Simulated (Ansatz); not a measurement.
# InCuW in the AlB2 type: lattice stability ahead of a resistivity run

The plan: relax InCuW in the AlB2 type, check its phonons, and, if the lattice is stable, compute its Eliashberg function and ρ(T).

Method: DFT PBE, scalar-relativistic, plane waves, PAW; PAW set soft_1, in Ansatz 0.2.0.

The structure was built from a prototype and need not be the compound's stable phase.

**1. The starting structure**

It takes space group P-6m2 (No. 187, hexagonal). The conventional cell has a = 3.893 Å, b = 3.893 Å, c = 4.087 Å, α = 90.00°, β = 90.00°, γ = 120.00°. Nearest to W lie 6 In at 3.04 Å and 6 Cu at 3.04 Å. Nearest to In lie 3 Cu at 2.25 Å and 6 W at 3.04 Å. Cu has 3 In at 2.25 Å and 6 W at 3.04 Å nearest. Farther neighbours are not listed.

**2. Relaxing cell and atoms**

The structure is brought to rest under this functional.

input.yaml reads:

```yaml
crystal:
  lattice:
    - [3.89272, 0.0, 0.0]
    - [-1.94636, 3.37119, 0.0]
    - [0.0, 0.0, 4.08735]
  atoms:
    - { symbol: W, position: [0.0, 0.0, 0.0] }
    - { symbol: In, position: [0.33333333, 0.66666667, 0.5] }
    - { symbol: Cu, position: [0.66666667, 0.33333333, 0.5] }
kpoints:
  mp_grid: { grid: [9, 9, 8] }
hamiltonian:
  xc: pbe
  pseudopotentials: { kind: paw, azcp: { folder: soft_1 } }
scf:
  occupations: { method: gaussian, width: 0.1 }
output:
  forces: true
  stress: true
  eigenvalues: true
relax:
  adjacent_minimum: "off"
  f_tol: 0.005
  max_steps: 80
  cell: { stress_tol: 0.05 }
```

Run with:

```console
> ansatz run input.yaml --threads 4 --pin off --max-ram 12288MiB --backend cpu --events-out ev --progress --plain --runs-dir out
```

Numbers of over 12 decimals in the logs are rounded to 6 here.

The log of the run:

```text
Engine: ansatz 0.2.0, aarch64-unknown-linux-gnu
Pseudopotentials: kind: paw
Pseudopotential: W, paw, valence charge 14, recommended cutoff 420 eV (normal), soft_1/W.paw.azcp
Pseudopotential: In, paw, valence charge 13, recommended cutoff 420 eV (normal), soft_1/In.paw.azcp
Pseudopotential: Cu, paw, valence charge 19, recommended cutoff 420 eV (normal), soft_1/Cu.paw.azcp
Functional definition: PBE
  parameter kappa = 0.804
  parameter beta = 0.066725
  exchange = pbe_x(kappa = kappa, mu = beta*pi^2/3)
  correlation = pbe_c(beta = beta)
Crystal: 3 atoms, lattice volume = 53.639 Å³
Basis set: ecut = 420 eV, 1081 PW (Γ), exchange–correlation on 54×54×60 points (8 copies of the dense FFT grid, shifted against one another)
Bands: 28, of which v1, the nominal top of the filled ones, is band 23 counted from 1 (22 counted from 0)
Symmetry: 12 space group operations
Space group: P-6m2 (ITA 187), of the structure as read, at distance tolerance 3.8e-5 Å
k-points: 60 of 648 (time reversal used)
Non-local potential: W, projectors of the file, l = 0: 3, l = 1: 2, l = 2: 2, l = 3: 1
Non-local potential: In, projectors of the file, l = 0: 2, l = 1: 2, l = 2: 2, l = 3: 1
Non-local potential: Cu, projectors of the file, l = 0: 3, l = 1: 2, l = 2: 3, l = 3: 1
PAW form: soft (Blöchl's): semilocal exchange-correlation on the pseudo side does not see the compensation charge
PAW one-centre angular grid: W, 590 points (default); XC on 64 Gauss nodes
PAW one-centre angular grid: In, 590 points (default); XC on 64 Gauss nodes
PAW one-centre angular grid: Cu, 590 points (default); XC on 64 Gauss nodes
Initial density: superposition of atomic densities (chi_scale 0.1, normalization cell, long waves kept (reshape's long-wave potential 0.00 eV rms))
Initial wavefunctions: pseudopotential atomic-orbital guess
Functional: x = pbe(κ = 0.804, μ = 0.219515), c = pbe(β = 0.066725)
SCF iter   1: F=—  HF=-22606.369435 eV  |F-HF|=—  |Δ(HF+E_count)|=         —  Δρ=1.02e-1  dr2=7.20e0  ethr=3.10e-3  ⟨swp⟩=5.6  Hψ=6195  notcnv=0
preconditioner: auto → Kerker (q_TF=auto, 2.659 Å⁻¹)  [metal: Δε(μ)=0.094 eV  Ē_g=10.352 eV  σ=0.100 eV  W_gap=0.48  n_scr=20 (ndim 8)  ℏωp=27.8 eV  f_vac=0.000  D(μ)=0.62/eV (n_scr^D=0)]
SCF iter   2: F=—  HF=-22605.233888 eV  |F-HF|=—  |Δ(HF+E_count)|=    1.14e0  Δρ=4.49e-2  dr2=2.28e0  ethr=3.10e-3  ⟨swp⟩=2.0  Hψ=2938  notcnv=0  defer=36
SCF iter   3: F=—  HF=-22604.882919 eV  |F-HF|=—  |Δ(HF+E_count)|=   3.51e-1  Δρ=4.56e-2  dr2=7.29e-1  ethr=3.10e-3  ⟨swp⟩=2.1  Hψ=2605  notcnv=0  defer=36
SCF iter   4: F=—  HF=-22604.732264 eV  |F-HF|=—  |Δ(HF+E_count)|=   1.51e-1  Δρ=5.79e-3  dr2=1.19e-2  ethr=1.58e-3  ⟨swp⟩=2.2  Hψ=2844  notcnv=0  defer=24
SCF iter   5: F=—  HF=-22604.737976 eV  |F-HF|=—  |Δ(HF+E_count)|=   5.71e-3  Δρ=2.48e-3  dr2=7.84e-3  ethr=2.58e-5  ⟨swp⟩=2.0  Hψ=3099  notcnv=0  defer=23
SCF iter   6: F=—  HF=-22604.736606 eV  |F-HF|=—  |Δ(HF+E_count)|=   1.37e-3  Δρ=9.70e-4  dr2=4.54e-4  ethr=1.70e-5  ⟨swp⟩=2.0  Hψ=2213  notcnv=0  defer=23
SCF iter   7: F=—  HF=-22604.736491 eV  |F-HF|=—  |Δ(HF+E_count)|=   1.15e-4  Δρ=3.37e-4  dr2=6.89e-5  ethr=9.86e-7  ⟨swp⟩=2.0  Hψ=2046  notcnv=0  defer=23
SCF iter   8: F=—  HF=-22604.736459 eV  |F-HF|=—  |Δ(HF+E_count)|=   3.13e-5  Δρ=9.83e-5  dr2=8.88e-6  ethr=1.50e-7  ⟨swp⟩=2.0  Hψ=2928  notcnv=0  defer=23
SCF iter   9: F=—  HF=-22604.736455 eV  |F-HF|=—  |Δ(HF+E_count)|=   4.59e-6  Δρ=3.11e-5  dr2=9.35e-7  ethr=1.93e-8  ⟨swp⟩=2.0  Hψ=2513  notcnv=0  defer=23
SCF iter  10: F=-22604.736454 eV  HF=-22604.736455 eV  |F-HF|=4.31e-8  |Δ(HF+E_count)|=   2.98e-7  Δρ=9.38e-6  dr2=6.41e-8  ethr=2.17e-10  ⟨swp⟩=5.3  Hψ=6823  notcnv=0
SCF 1 converged in 10 iterations: F = -22604.736454 eV  dr2 = 6.41e-8
  greatest PAW one-centre occupation: 1.000 electrons in one spin orbital (limit 2), on the Cu atom at site 2 (counted from 0), in its partial waves of l = 0
relax step   1: F+E_penalty+E_count = -22604.73645449 eV  Δ(F+E_penalty+E_count) = +0.000e0 eV  max|allowed force component| = 3.300e-16 eV/Å  Δτ_max = 0.0000 Å  P = +4.037 GPa  Ω = 53.639 Å³  (10 SCF iters, dr2 threshold 1.00e-7 eV, accepted)
Crystal: 3 atoms, lattice volume = 53.344 Å³
Basis set: ecut = 420 eV, 1057 PW (Γ), exchange–correlation on 54×54×60 points (8 copies of the dense FFT grid, shifted against one another)
Initial density: handed on by an earlier stage of this run
Initial wavefunctions: those handed on with the density
iter 1 solved again at ethr=4.60e-5 eV; its pass at ethr=3.10e-3 eV (dr2=2.11e-2 eV) is discarded
SCF iter   1: F=—  HF=-22605.303348 eV  |F-HF|=—  |Δ(HF+E_count)|=         —  Δρ=6.56e-3  dr2=2.07e-2  ethr=4.60e-5  ⟨swp⟩=2.0  Hψ=8836  notcnv=0
preconditioner: auto → Kerker (q_TF=auto, 2.662 Å⁻¹)  [metal: Δε(μ)=0.037 eV  Ē_g=9.618 eV  σ=0.100 eV  W_gap=0.20  n_scr=20 (ndim 8)  ℏωp=27.8 eV  f_vac=0.000  D(μ)=1.33/eV (n_scr^D=8)]
SCF iter   2: F=—  HF=-22605.301969 eV  |F-HF|=—  |Δ(HF+E_count)|=   1.38e-3  Δρ=2.14e-3  dr2=3.38e-3  ethr=4.50e-5  ⟨swp⟩=2.0  Hψ=1923  notcnv=0
SCF iter   3: F=—  HF=-22605.301635 eV  |F-HF|=—  |Δ(HF+E_count)|=   3.35e-4  Δρ=1.83e-3  dr2=1.93e-3  ethr=7.35e-6  ⟨swp⟩=2.0  Hψ=2066  notcnv=0
SCF iter   4: F=—  HF=-22605.301394 eV  |F-HF|=—  |Δ(HF+E_count)|=   2.41e-4  Δρ=3.77e-4  dr2=5.69e-5  ethr=4.19e-6  ⟨swp⟩=2.0  Hψ=1934  notcnv=0
SCF iter   5: F=—  HF=-22605.301403 eV  |F-HF|=—  |Δ(HF+E_count)|=   8.53e-6  Δρ=1.29e-4  dr2=7.84e-6  ethr=1.24e-7  ⟨swp⟩=2.0  Hψ=2388  notcnv=0
SCF iter   6: F=—  HF=-22605.301404 eV  |F-HF|=—  |Δ(HF+E_count)|=   1.05e-6  Δρ=3.24e-5  dr2=6.45e-7  ethr=1.70e-8  ⟨swp⟩=2.0  Hψ=2569  notcnv=0
SCF iter   7: F=-22605.301404 eV  HF=-22605.301404 eV  |F-HF|=8.34e-8  |Δ(HF+E_count)|=   3.71e-7  Δρ=1.27e-5  dr2=1.22e-7  ethr=6.52e-10  ⟨swp⟩=5.0  Hψ=6880  notcnv=0
SCF 2 converged in 7 iterations: F = -22605.301404 eV  dr2 = 1.22e-7
relax step   2: F+E_penalty+E_count = -22605.30140399 eV  Δ(F+E_penalty+E_count) = -5.649e-1 eV  max|allowed force component| = 2.683e-16 eV/Å  Δτ_max = 0.0000 Å  P = +1.053 GPa  Ω = 53.344 Å³  energy of the carried Pulay correction = +2.603e-5 eV  (7 SCF iters, dr2 threshold 3.00e-7 eV, accepted)
Crystal: 3 atoms, lattice volume = 52.361 Å³
Basis set: ecut = 420 eV, 997 PW (Γ), exchange–correlation on 54×54×60 points (8 copies of the dense FFT grid, shifted against one another)
iter 1 solved again at ethr=8.53e-5 eV; its pass at ethr=3.10e-3 eV (dr2=3.92e-2 eV) is discarded
SCF iter   1: F=—  HF=-22605.737826 eV  |F-HF|=—  |Δ(HF+E_count)|=         —  Δρ=9.39e-3  dr2=3.94e-2  ethr=8.53e-5  ⟨swp⟩=1.3  Hψ=8241  notcnv=0
[...]
relax step   7: F+E_penalty+E_count = -22607.08392959 eV  Δ(F+E_penalty+E_count) = -2.711e-1 eV  max|allowed force component| = 1.974e-16 eV/Å  Δτ_max = 0.0000 Å  P = +4.607 GPa  Ω = 47.984 Å³  energy of the carried Pulay correction = +1.980e-3 eV  (6 SCF iters, dr2 threshold 3.00e-7 eV, accepted)
relax step   8: F+E_penalty+E_count = -22607.08840253 eV  Δ(F+E_penalty+E_count) = -4.473e-3 eV  max|allowed force component| = 1.542e-17 eV/Å  Δτ_max = 0.0000 Å  P = -6.184 GPa  Ω = 51.223 Å³  energy of the carried Pulay correction = +4.141e-4 eV  (6 SCF iters, dr2 threshold 3.00e-7 eV, accepted)
relax step   9: F+E_penalty+E_count = -22607.13383039 eV  Δ(F+E_penalty+E_count) = -4.543e-2 eV  max|allowed force component| = 8.018e-17 eV/Å  Δτ_max = 0.0000 Å  P = +1.286 GPa  Ω = 48.850 Å³  energy of the carried Pulay correction = +1.513e-3 eV  (6 SCF iters, dr2 threshold 3.00e-7 eV, accepted)
relax step  10: F+E_penalty+E_count = -22607.13896485 eV  Δ(F+E_penalty+E_count) = -5.134e-3 eV  max|allowed force component| = 8.789e-17 eV/Å  Δτ_max = 0.0000 Å  P = +0.020 GPa  Ω = 49.205 Å³  energy of the carried Pulay correction = +1.359e-3 eV  (6 SCF iters, dr2 threshold 3.00e-7 eV, accepted)
relax step  11: F+E_penalty+E_count = -22607.13902446 eV  Δ(F+E_penalty+E_count) = -5.961e-5 eV  max|allowed force component| = 8.018e-17 eV/Å  Δτ_max = 0.0000 Å  P = -0.002 GPa  Ω = 49.211 Å³  energy of the carried Pulay correction = +1.357e-3 eV  (6 SCF iters, dr2 threshold 1.83e-7 eV, accepted)
relax step  12: F+E_penalty+E_count = -22607.15648364 eV  Δ(F+E_penalty+E_count) = -1.746e-2 eV  max|allowed force component| = 7.864e-17 eV/Å  Δτ_max = 0.0000 Å  P = +0.656 GPa  Ω = 49.211 Å³  stress off target by 1.01e0 GPa  SCF on the basis re-selected at this cell (its energy is not comparable with the rows above)  (8 SCF iters)
relax step  13: F+E_penalty+E_count = -22607.15735811 eV  Δ(F+E_penalty+E_count) = -8.745e-4 eV  max|allowed force component| = 1.264e-16 eV/Å  Δτ_max = 0.0000 Å  P = +0.087 GPa  Ω = 49.401 Å³  energy of the carried Pulay correction = -8.356e-5 eV  (6 SCF iters, dr2 threshold 3.00e-7 eV, accepted)
relax step  14: F+E_penalty+E_count = -22607.15735943 eV  Δ(F+E_penalty+E_count) = -1.316e-6 eV  max|allowed force component| = 5.705e-17 eV/Å  Δτ_max = 0.0000 Å  P = +0.001 GPa  Ω = 49.429 Å³  energy of the carried Pulay correction = -9.602e-5 eV  (6 SCF iters, dr2 threshold 3.81e-8 eV, accepted)
iter 1 solved again at ethr=1.38e-8 eV; its pass at ethr=3.10e-3 eV (dr2=6.35e-6 eV) is discarded
SCF iter   1: F=—  HF=-22607.157368 eV  |F-HF|=—  |Δ(HF+E_count)|=         —  Δρ=2.45e-4  dr2=6.24e-7  ethr=1.38e-8  ⟨swp⟩=3.0  Hψ=10767  notcnv=0
preconditioner: auto → none  [metal: Δε(μ)=0.043 eV  Ē_g=10.118 eV  σ=0.100 eV  W_gap=0.24  n_scr=8 (ndim 8)  ℏωp=28.9 eV  f_vac=0.000  D(μ)=3.00/eV (n_scr^D=32)]
SCF iter   2: F=—  HF=-22607.157437 eV  |F-HF|=—  |Δ(HF+E_count)|=   6.92e-5  Δρ=1.23e-4  dr2=1.65e-7  ethr=1.36e-9  ⟨swp⟩=1.0  Hψ=1680  notcnv=0
SCF iter   3: F=—  HF=-22607.157457 eV  |F-HF|=—  |Δ(HF+E_count)|=   1.99e-5  Δρ=7.88e-6  dr2=1.30e-8  ethr=3.59e-10  ⟨swp⟩=1.0  Hψ=1680  notcnv=0
SCF iter   4: F=—  HF=-22607.157457 eV  |F-HF|=—  |Δ(HF+E_count)|=   1.71e-8  Δρ=7.80e-7  dr2=3.30e-11  ethr=2.83e-11  ⟨swp⟩=2.0  Hψ=2776  notcnv=0
iter 5 did not close the SCF: its close was put off for the readings that it lacked (scf_convergence_deferred on its scf_iter line)
SCF iter   5: F=-22607.157457 eV  HF=-22607.157457 eV  |F-HF|=3.64e-12  |Δ(HF+E_count)|=  6.08e-10  Δρ=9.12e-8  dr2=2.96e-12  ethr=1.00e-12  ⟨swp⟩=1.1  Hψ=1683  notcnv=0
iter 6 did not close the SCF: its close was put off for the readings that it lacked (scf_convergence_deferred on its scf_iter line)
SCF iter   6: F=-22607.157457 eV  HF=-22607.157457 eV  |F-HF|=0.00e0  |Δ(HF+E_count)|=  1.09e-11  Δρ=3.06e-8  dr2=1.59e-13  ethr=1.00e-12  ⟨swp⟩=1.0  Hψ=1680  notcnv=0
iter 7 did not close the SCF: its close was put off for the readings that it lacked (scf_convergence_deferred on its scf_iter line)
SCF iter   7: F=-22607.157457 eV  HF=-22607.157457 eV  |F-HF|=3.64e-12  |Δ(HF+E_count)|=  1.09e-11  Δρ=9.38e-9  dr2=1.76e-14  ethr=1.00e-12  ⟨swp⟩=1.0  Hψ=1680  notcnv=0
iter 8 did not close the SCF: its close was put off for the readings that it lacked (scf_convergence_deferred on its scf_iter line)
SCF iter   8: F=-22607.157457 eV  HF=-22607.157457 eV  |F-HF|=7.28e-12  |Δ(HF+E_count)|=  1.09e-11  Δρ=1.49e-9  dr2=2.32e-16  ethr=1.00e-12  ⟨swp⟩=1.0  Hψ=1680  notcnv=0
SCF iter   9: F=-22607.157457 eV  HF=-22607.157457 eV  |F-HF|=0.00e0  |Δ(HF+E_count)|=  7.28e-12  Δρ=2.59e-10  dr2=1.25e-17  ethr=1.00e-12  ⟨swp⟩=2.0  Hψ=4166  notcnv=0
SCF 15 converged in 9 iterations: F = -22607.157457 eV  dr2 = 1.25e-17
relax step  15: F+E_penalty+E_count = -22607.15745731 eV  Δ(F+E_penalty+E_count) = -9.788e-5 eV  max|allowed force component| = 8.018e-17 eV/Å  Δτ_max = 0.0000 Å  P = +0.001 GPa  Ω = 49.429 Å³  stress off target by 1.20e-3 GPa  SCF on the basis re-selected at this cell (its energy is not comparable with the rows above)  (9 SCF iters)
basis re-selected at this cell: Δ(F+E_penalty+E_count) = -9.788e-5 eV, ΔP = -0.000 GPa vs the last step (what re-selecting the basis moved, of the pressure what is left beyond the Pulay correction that the steps carried, after the strain that the cell walked since its last selection, with what the two solves' SCF thresholds leave and, on support functions, any second-order correction that the steps lacked; it is no m [...]
SCF converged after 9 iterations
Free energy (F): -22607.157457 eV
Harris-Foulkes:  -22607.157457 eV  (|F-HF|=0.00e0)
Internal energy: -22607.142465 eV  (E = F + TS)
E sigma→0 (E₀):  -22607.149961 eV
Entropy (-TS):   -0.014992 eV (-4.997 meV/atom)
Fermi energy:    16.630450 eV
--- Per-component energies (eV) ---
  E_band       = -464.638585
  E_kinetic    = 901.577673
  E_local      = -6610.951091  (includes V_loc(G=0)·N_el)
  E_nonlocal   = 1190.793597
  E_hartree    = 2821.167472
  E_xc         = -478.754891
  E_vxc        = -408.895585  (∫ρ·V_xc dr)
  E_paw        = -14601.451840  (= ΣΔE_a)
  E_vpaw       = -1179.499423  (= ΣTr[D̂ρ^β])
  E_aug_tail   = 0.001300  (compensation charges beyond the density's cutoff)
  E_ewald      = -5829.524685
  E_smearing   = -0.014992  (= −TS)
  E_closure    = 0.000000  (closes the sum)
  Σ components = -22607.157457   (vs F -22607.157457, Δ=0.00e0)
--- Forces (eV/Å), atoms counted from 1 ---
  atom   1  W     -0.00000000    -0.00000000     0.00000000
  atom   2  In     0.00000000    -0.00000000     0.00000000
  atom   3  Cu     0.00000000     0.00000000     0.00000000
  max |Σ_I F_I| component: 2.78e-17 eV/Å
--- Stress (GPa, compression-positive) ---
        0.001205       0.000000       0.000000
       -0.000000       0.001205       0.000000
        0.000000       0.000000       0.000155
  P = ⅓ Tr σ = 0.0009 GPa (0.009 kbar)
--- Band table (eV; the first three rows and the last of 60) ---
  k-point 0: bands = [... 19 lower, 14.1275, 14.1740, 14.1740, 18.4370, 18.7888, 18.7888, 19.8498, 19.8498, ... 1 higher]
  k-point 1: bands = [... 19 lower, 14.6084, 14.6084, 14.6172, 17.6533, 17.6533, 18.5970, 21.1120, 21.1120, ... 1 higher]
  k-point 2: bands = [... 19 lower, 15.3992, 15.3992, 15.7823, 16.4711, 16.4711, 19.1055, 20.0988, 22.2449, ... 1 higher]
  k-point 59: bands = [... 19 lower, 14.4460, 14.9117, 15.4260, 16.2080, 17.4161, 18.9123, 18.9627, 19.6755, ... 1 higher]
--- Relaxed structure (13 steps of the walk, 13 accepted, 2 SCFs on fresh bases) ---
  F+E_penalty+E_count = -22607.15745731 eV   max|allowed force component| = 8.018e-17 eV/Å   (the final SCF, on the basis selected at the relaxed cell)
  cell:  # Å, volume = 49.4294 Å³
    - [4.485322, 0, 0.0]
    - [-2.242661, 3.884403, 0.0]
    - [0.0, 0.0, 2.837054]
  atoms:
    - { symbol: W, position: [0, 0, 0.0] }
    - { symbol: In, position: [0.333333, 0.666667, 0.5] }
    - { symbol: Cu, position: [0.666667, 0.333333, 0.5] }
```

It took 44 s on 4 threads of Arm Neoverse V1, shared host; peak memory 0.47 GiB.

Relaxation path:

```csv
step,energy less that of the first step (eV),largest force component (eV/Å),pressure (GPa),volume (Å³)
1,0.0000,0.0000,4.04,53.64
2,-0.5649,0.0000,1.05,53.34
3,-0.9961,0.0000,0.50,52.36
4,-1.3676,0.0000,0.57,51.29
5,-1.7094,0.0000,0.71,50.37
6,-2.0764,0.0000,2.17,49.16
7,-2.3475,0.0000,4.61,47.98
8,-2.3519,0.0000,-6.18,51.22
9,-2.3974,0.0000,1.29,48.85
10,-2.4025,0.0000,0.02,49.20
11,-2.4026,0.0000,0.00,49.21
12*,-2.4200,0.0000,0.66,49.21
13,-2.4209,0.0000,0.09,49.40
14,-2.4209,0.0000,0.00,49.43
15*,-2.4210,0.0000,0.00,49.43
```

Relaxation steps marked * repeat the geometry before them on a plane-wave basis chosen anew for their cell, so energy and pressure can jump there.

Forces are held to the 12 operations that the run works with; a distortion that breaks them can't arise in this run.

| cell as run | before | after | change |
| --- | --- | --- | --- |
| a (Å) | 3.893 | 4.485 | +15.2 % |
| b (Å) | 3.893 | 4.485 | +15.2 % |
| c (Å) | 4.087 | 2.837 | -30.6 % |
| volume (Å³/atom) | 17.88 | 16.48 | -7.8 % |

The relaxed structure:

```
W In Cu
1.0
     4.48532    0.00000    0.00000
    -2.24266    3.88440    0.00000
     0.00000    0.00000    2.83705
W In Cu
1 1 1
Direct
  0.00000 0.00000 0.00000
  0.33333 0.66667 0.50000
  0.66667 0.33333 0.50000
```

Numbers from this step:

| Quantity | Value |
| --- | --- |
| pressure | 8.55e-4 GPa |
| volume per atom | 16.48 Å³/atom |
| metallic on mesh | yes |
| gap on the k-mesh | 0 eV |

The largest force is now zero by symmetry and the largest stress component 0.0012 GPa.

**3. Tight relaxation**

No force is left; the cell is relaxed once more with another smearing and tight thresholds.

input.yaml, the sections that differ from step 2:

```yaml
crystal:
  lattice:
    - [4.4853219971, 0.0, 0.0]
    - [-2.2426609986, 3.8844027937, 0.0]
    - [0.0, 0.0, 2.8370540651]
  atoms:
    - { symbol: W, position: [0.0, 0.0, 0.0] }
    - { symbol: In, position: [0.3333333333, 0.6666666667, 0.5] }
    - { symbol: Cu, position: [0.6666666667, 0.3333333333, 0.5] }
kpoints:
  mp_grid: { grid: [9, 9, 10] }
scf:
  occupations: { method: methfessel_paxton, width: 0.2 }
relax:
  adjacent_minimum: "off"
  f_tol: 0.001
  max_steps: 60
  cell: { stress_tol: 0.01 }
# hamiltonian, output: as in step 2
```

The log of the run:

```text
[the first part of the log is left out]
  E_vxc        = -408.938285  (∫ρ·V_xc dr)
  E_paw        = -14601.356369  (= ΣΔE_a)
  E_vpaw       = -1179.333803  (= ΣTr[D̂ρ^β])
  E_aug_tail   = 0.001295  (compensation charges beyond the density's cutoff)
  E_ewald      = -5830.833496
  E_smearing   = 0.001528  (= −TS)
  E_closure    = -0.000000  (closes the sum)
  Σ components = -22607.154657   (vs F -22607.154657, Δ=0.00e0)
[...]
--- Stress (GPa, compression-positive) ---
       -0.005110      -0.000000       0.000000
       -0.000000      -0.005110      -0.000000
        0.000000      -0.000000       0.004471
  P = ⅓ Tr σ = -0.0019 GPa (-0.019 kbar)
--- Band table (eV; the first three rows and the last of 72) ---
[...]
--- Relaxed structure (3 steps of the walk, 2 accepted, 1 SCFs on fresh bases) ---
[...]
cell:  # Å, volume = 49.3964 Å³
    - [4.484506, 2.886212677949832e-11, 0]
    - [-2.242253, 3.883696, 0]
    - [0, 0, 2.836191]
  atoms:
    - { symbol: W, position: [0, 0, 0] }
    - { symbol: In, position: [0.333333, 0.666667, 0.5] }
    - { symbol: Cu, position: [0.666667, 0.333333, 0.5] }
```

Elapsed: 13 s, on 4 threads; peak memory 0.47 GiB; 48 s of CPU time.

Little changed from the start: no atom moved by 0.005 Å and no cell edge by 0.1 %.

Numbers from this step:

```yaml
pressure: -0.001916 GPa
volume_per_atom: 16.47 Å³/atom
```

The largest force is now zero by symmetry and the largest stress component 0.0051 GPa, small enough for phonons.

(Part 1 of 3 ends here.)

[Logs are printed without paths, hosts, clocks, repeated set-up lines and the standing remarks that a program may print on its own settings, such as how far it seeks lower states.]

[Hosts, paths, dates, database ids (printed as entryN), source tags and the programs' standing remarks are cut or masked in the printed files.]
